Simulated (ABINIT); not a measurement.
# Quasiparticle gap of KBr (Fm-3m) in ABINIT, part 3 of 3

How does a plane-wave GW calculation on KBr (Fm-3m) run from the first input to the gap?

ABINIT 10.8.3; LDA and many-body steps on it, plane waves. Known limits of the many-body steps: not at the basis limit; no spin-orbit coupling.

So far. Step 4 (Empty states on the mesh, 4×4×4 mesh, 68 bands): On this mesh the gap is 4.032 eV. Step 5 (Screening, 4×4×4 mesh, 62 bands, screening to 108.8 eV): Local fields lower ε∞ by 17 %.

**6. Self-energy, 4×4×4 mesh, 62 bands, screening to 108.8 eV**

The self-energy is evaluated for the states that the input lists, and the levels follow from it, in one-shot runs by the linearised quasiparticle equation.

This step: G0W0 on LDA, plane waves, norm-conserving pseudopotentials.

Contents of run.abi:

```
acell 3*1.0 Angstrom
rprim 
  0.000000000000 3.300000000000 3.300000000000
  3.300000000000 0.000000000000 3.300000000000
  3.300000000000 3.300000000000 0.000000000000
ntypat 2
znucl 19 35
natom 2
typat 1 2
xred 
  0.000000000000 0.000000000000 0.000000000000
  0.500000000000 0.500000000000 0.500000000000
pp_dirpath "pseudos"
pseudos "K.upf, Br.upf"
ecut 32
ngkpt 4 4 4
nshiftk 1
shiftk 0 0 0
kptopt 1
chksymbreak 0
istwfk *1
occopt 1
irdwfk 1
optdriver 4
nband 62
gwcalctyp 0
ecutsigx 32
symsigma 1
nkptgw 1
kptgw 
  0.0000000000 0.0000000000 0.0000000000
bdgw 
  6 12
ecuteps 4
irdscr 1
ppmodel 1
indata_prefix "in"
outdata_prefix "out"
tmpdata_prefix "tmp"
```

The run is started by

```bash
OMP_NUM_THREADS=1 mpirun -n 4 abinit run.abi > log
```

Numbers of over 12 decimals in the logs are rounded to 6 here.

Output:

```text
.Version 10.8.3 of ABINIT. v10.8.2 released Aug 2026.

 Symmetries : space group Fm -3 m (#225); Bravais cF (face-center cubic)
[... echo of the input left out ...]
== DATASET  1 ==================================================================
-   mpi_nproc: 4, omp_nthreads: 1 (-1 if OMP is not activated)

--- !DatasetInfo
iteration_state: {dtset: 1, }
dimensions: {natom: 2, nkpt: 8, mband: 62, nsppol: 1, nspinor: 1, nspden: 1, mpw: 4279, }
cutoff_energies: {ecut:  32.0, pawecutdg:  -1.0, }
electrons: {nelect:   1.60000000E+01, charge:   0.00000000E+00, occopt:   1.00000000E+00, tsmear:   1.00000000E-02, }

 SIGMA: Calculation of the GW corrections

 Based on a program developped by R.W. Godby, V. Olevano, G. Onida, and L. Reining.
 Incorporated in ABINIT by V. Olevano, G.-M. Rignanese, and M. Torrent.
.Using double precision arithmetic ; gwpc =  8

[... cell and pseudopotentials left out ...]
--------------------------------------------------------------------------------

 ==== K-mesh for the wavefunctions ====
 Number of points in the irreducible wedge :     8
[... list of points left out ...]
 Together with 48 symmetry operations and time-reversal symmetry
 yields    64 points in the full Brillouin Zone.

 ==== Q-mesh for screening function ====
 Number of points in the irreducible wedge :     8
[... list of points left out ...]
 Together with 48 symmetry operations and time-reversal symmetry
 yields    64 points in the full Brillouin Zone.

 vcoul_init : cutoff-mode = AUXILIARY_FUNCTION
 q-points for optical limit:   1
     1)      0.000010    0.000020    0.000030
 setmesh: FFT mesh size selected  =    45x   45x   45
          total number of points  =        91125

 Number of electrons calculated from density =   16.0000; Expected =   16.0000
 average of density, n =  0.032988
 r_s =    1.9343
 omega_plasma =   17.5199 [eV]

 === KS Band Gaps ===
  >>>> For spin  1
   Minimum direct gap =   4.0319 [eV], located at k-point      :   0.0000  0.0000  0.0000
   Fundamental gap    =   4.0319 [eV], Top of valence bands at :   0.0000  0.0000  0.0000
                                       Bottom of conduction at :   0.0000  0.0000  0.0000
 SIGMA fundamental parameters:
 PLASMON POLE MODEL  1
 number of plane-waves for SigmaX                 4279
 number of plane-waves for SigmaC and W            169
 number of plane-waves for wavefunctions          4279
 number of bands                                    62
 number of independent spin polarizations            1
 number of spinorial components                      1
 number of k-points in IBZ                           8
 number of q-points in IBZ                           8
 number of symmetry operations                      48
 number of k-points in BZ                           64
 number of q-points in BZ                           64
 number of frequencies for dSigma/dE                 9
 frequency step for dSigma/dE [eV]                0.25
 number of omega for Sigma on real axis              0
 max omega for Sigma on real axis  [eV]           0.00
 zcut for avoiding poles [eV]                     0.10

 EPSILON^-1 parameters (SCR file):
 dimension of the eps^-1 matrix on file            169
 dimension of the eps^-1 matrix used               169
 number of plane-waves for wavefunctions          4279
 number of bands                                    62
 number of q-points in IBZ                           8
 number of frequencies                               2
 number of real frequencies                          1
 number of imag frequencies                          1

 matrix elements of self-energy operator (all in [eV])

 Perturbative Calculation

--- !SelfEnergy_ee
iteration_state: {dtset: 1, }
kpoint     : [   0.000,    0.000,    0.000, ]
spin       : 1
KS_gap     :    4.032
QP_gap     :    6.686
Delta_QP_KS:    2.654
data: !SigmaeeData |
     Band     E0 <VxcDFT>   SigX SigC(E0)      Z dSigC/dE  Sig(E)    E-E0       E
        6  -0.201 -12.640 -16.505   2.056   0.813  -0.231 -14.110  -1.469  -1.671
        7  -0.201 -12.640 -16.505   2.056   0.813  -0.231 -14.110  -1.469  -1.671
        8  -0.201 -12.640 -16.505   2.056   0.813  -0.231 -14.110  -1.469  -1.671
        9   3.831  -7.272  -3.194  -2.703   0.862  -0.160  -6.087   1.185   5.016
       10   7.158  -8.721  -3.699  -2.834   0.857  -0.167  -6.846   1.875   9.033
       11   7.158  -8.721  -3.699  -2.834   0.857  -0.167  -6.846   1.875   9.033
       12   7.158  -8.721  -3.699  -2.834   0.857  -0.167  -6.846   1.875   9.033

== END DATASET(S) ==============================================================
================================================================================

 -outvars: echo values of variables after computation  --------
           etotal      0.0000000000E+00
            nband          62
             nkpt           8
          spgroup         225
 [... the other variables as echoed above ...]

 Calculation completed.
```

Run time: 3.5 s. Hardware: 4 MPI ranks of Arm Neoverse V2, shared host; peak memory 0.66 GiB.

This step gave:

* G0W0 gap on the points computed: 6.687 eV
* starting gap on the mesh: 4.032 eV
* k of the valence top: 0, 0, 0
* k of the conduction bottom: 0, 0, 0
* Z at the valence top: 0.813
* Z at the conduction bottom: 0.862
* least direct G0W0 gap on the computed points: 6.687 eV

The gap on the mesh goes from 4.03 eV to 6.69 eV, a correction of +2.66 eV.

Limits: finite bands, cutoff and mesh; no spin-orbit coupling. v1 is the top filled band, c1 the lowest empty one. Levels before and after the correction, in eV, zero at the valence-band top of each column:

```
           conduction bottom  valence top
Kohn-Sham               4.03         0.00
     G0W0               6.69         0.00
```

```
             level  energy (eV)
Kohn-Sham  Γ v3-v1        0.000
Kohn-Sham     Γ c1        4.032
Kohn-Sham  Γ c2-c4        7.359
     G0W0  Γ v3-v1        0.000
     G0W0     Γ c1        6.687
     G0W0  Γ c2-c4       10.704
```

**7. Where the time went**

Times are wall times on 4 MPI ranks of Arm Neoverse V2, shared host, good to a factor of about two.

| step | time | share | memory (GiB) |
| --- | --- | --- | --- |
| ground state | 7.2 s | 14 % | 0.33 |
| bands along the symmetry lines | 16 s | 32 % | 0.31 |
| empty states on the mesh | 13 s | 27 % | 0.31 |
| screening | 10 s | 20 % | 0.7 |
| self-energy | 3.5 s | 7 % | 0.66 |

**8. What came out**

```yaml
lda_gap: 4.03 eV, direct
g0w0_gap_on_the_mesh: 6.69 eV
gw_settings: 4×4×4 mesh, 62 bands, screening to 108.8 eV, Godby-Needs plasmon pole
known_limits: not at the basis limit; no spin-orbit coupling
```

In words: G0W0 moves the gap on the mesh from 4.03 eV to 6.69 eV (+2.66 eV), with Z of 0.81 and 0.86 at the edges. Local fields lower the RPA ε∞ on this mesh from 2.99 to 2.50. Only 1 of the mesh's irreducible points was corrected, so a valley elsewhere could overtake. Bands and cutoff are finite, so the gap is not at the basis limit. The miss can reach some tenths of an eV and take either sign; the mesh is an error of its own. In the G0W0 run levels were corrected at 1 k point alone, so a gap called «on the mesh» is the least over those, and an edge elsewhere would be missed. The many-body steps are scalar-relativistic: spin-orbit coupling is not in them.

[Paths, hosts, dates, memory and timing lines, banners, echoed tables and standing remarks are left out of the program output.]

[Logs are printed without paths, hosts, clocks, repeated set-up lines and the standing remarks that a program may print on its own settings, such as how far it seeks lower states.]

[Runs of the session that timed out or met a known fault of the program may be left out.]

[Hosts, paths, dates, database ids (printed as entryN), source tags and the programs' standing remarks are cut or masked in the printed files.]

[G0W0 gaps are taken among the corrected bands and points alone; a level outside them can change the order at an edge.]

[Where Ansatz stands beside ABINIT at settings called matched, ABINIT's density can come from a denser mesh and the files from another edition; pairs whose starting gaps differed by over 0.03 eV were left out, so agreement reads better than it is.]
